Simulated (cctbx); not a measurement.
**Accept or mend?**

Cell a = 4.5250 Å, b = 4.5250 Å, c = 28.0860 Å, α = 90.00°, β = 90.00°, γ = 120.00°; space group R-3m (no. 166). The compound is Be2Pb4Au.

The data are simulated with cctbx, not measured: Mo Kα, λ = 0.71073 Å, to d = 0.77 Å, 70 % of the full sphere, strongest reflection 70000 counts, noise from counting, a 6 % proportional error and a noise floor of 4 counts (s.d.); no absorption, and some extinction, which the refinements don't model.

An anisotropic refinement with weights 1/σ² prints:

```text
Rint 0.043, 175 unique reflections to 0.77 A
cycle     R1     wR2    GooF  max shift (A)
   1  0.0237  0.0842   2.688   0.00190
   2  0.0201  0.0745   2.379   0.00000
final R1 0.0201 wR2 0.0745 GooF 2.379  parameters 8  data/parameter 21.9
atom        x        y        z      Ueq    occ   su(xyz)  su(Uiso or U11)
Pb1    0.66667  0.33333  0.22512   0.0080  1.000  0.00004  0.0004
Pb2    0.66667  0.33333  0.03255   0.0091  1.000  0.00002  0.0004
Au1    0.33333  0.66667  0.16667   0.0121  1.000  0.00000  0.0004
difference map: max 6.88 min -1.56 rms 0.40
Q1    0.0000  0.0000  0.3970    6    7.08  2.70 A from Pb2
Q2    0.0000  0.0000  0.0332    6    1.11  2.11 A from Pb1
Q3    0.9973  0.3638  0.2008   36    0.88  1.59 A from Pb1
Q4    0.0005  0.3722  0.4021   36    0.80  1.75 A from Pb2
Q5    0.0988  0.5494  0.3376   18    0.75  1.22 A from Pb2
Q6    0.0267  0.5134  0.2907   18    0.70  2.28 A from Pb2
```

Q: Accept it or mend it, and why?

Mend it. The fault: an atom left out, Be at (1/3, 2/3, 0.2687). Against the right model at the same level, R1 goes from 0.0113 to 0.0201 and GooF from 0.87 to 2.38 and the top difference peak, 7.1 e/Å³, lies 2.70 Å from Pb2. Q1 is the missing atom. With scattering power missing, scale and phases suffer, so peaks may also grow on the heavy atoms.

The compound is Be2Pb4Au. The right model at the same level gives:

```text
Rint 0.043, 175 unique reflections to 0.77 A
cycle     R1     wR2    GooF  max shift (A)
   1  0.0157  0.0447   1.439   0.00479
   5  0.0113  0.0271   0.872   0.00038
final R1 0.0113 wR2 0.0271 GooF 0.872  parameters 11  data/parameter 15.9
atom        x        y        z      Ueq    occ   su(xyz)  su(Uiso or U11)
Pb1    0.66667  0.33333  0.22509   0.0082  1.000  0.00001  0.0001
Pb2    0.66667  0.33333  0.03254   0.0093  1.000  0.00001  0.0001
Au1    0.33333  0.66667  0.16667   0.0121  1.000  0.00000  0.0002
Be1    0.33333  0.66667  0.26973   0.0302  1.000  0.00054  0.0029
difference map: max 0.96 min -1.93 rms 0.27
Q1    0.0031  0.3665  0.4008   36    0.98  1.66 A from Be1
Q2    0.9989  0.3690  0.1992   36    0.93  1.60 A from Pb1
Q3    0.0908  0.5454  0.9363   18    0.83  1.29 A from Pb2
Q4    0.0000  0.0000  0.0326    6    0.80  2.13 A from Pb1
Q5    0.1045  0.2089  0.0704   18    0.74  1.34 A from Pb1
Q6    0.0000  0.3819  0.0000   18    0.72  1.68 A from Pb2
```

The model was made for the exercise: a known structure type with other elements put in, its volume estimated, not relaxed; displacement parameters are assumed.

[Middle refinement cycles are left out of these outputs.]

[Logs are printed without paths, hosts, clocks, repeated set-up lines and the standing remarks that a program may print on its own settings, such as how far it seeks lower states.]
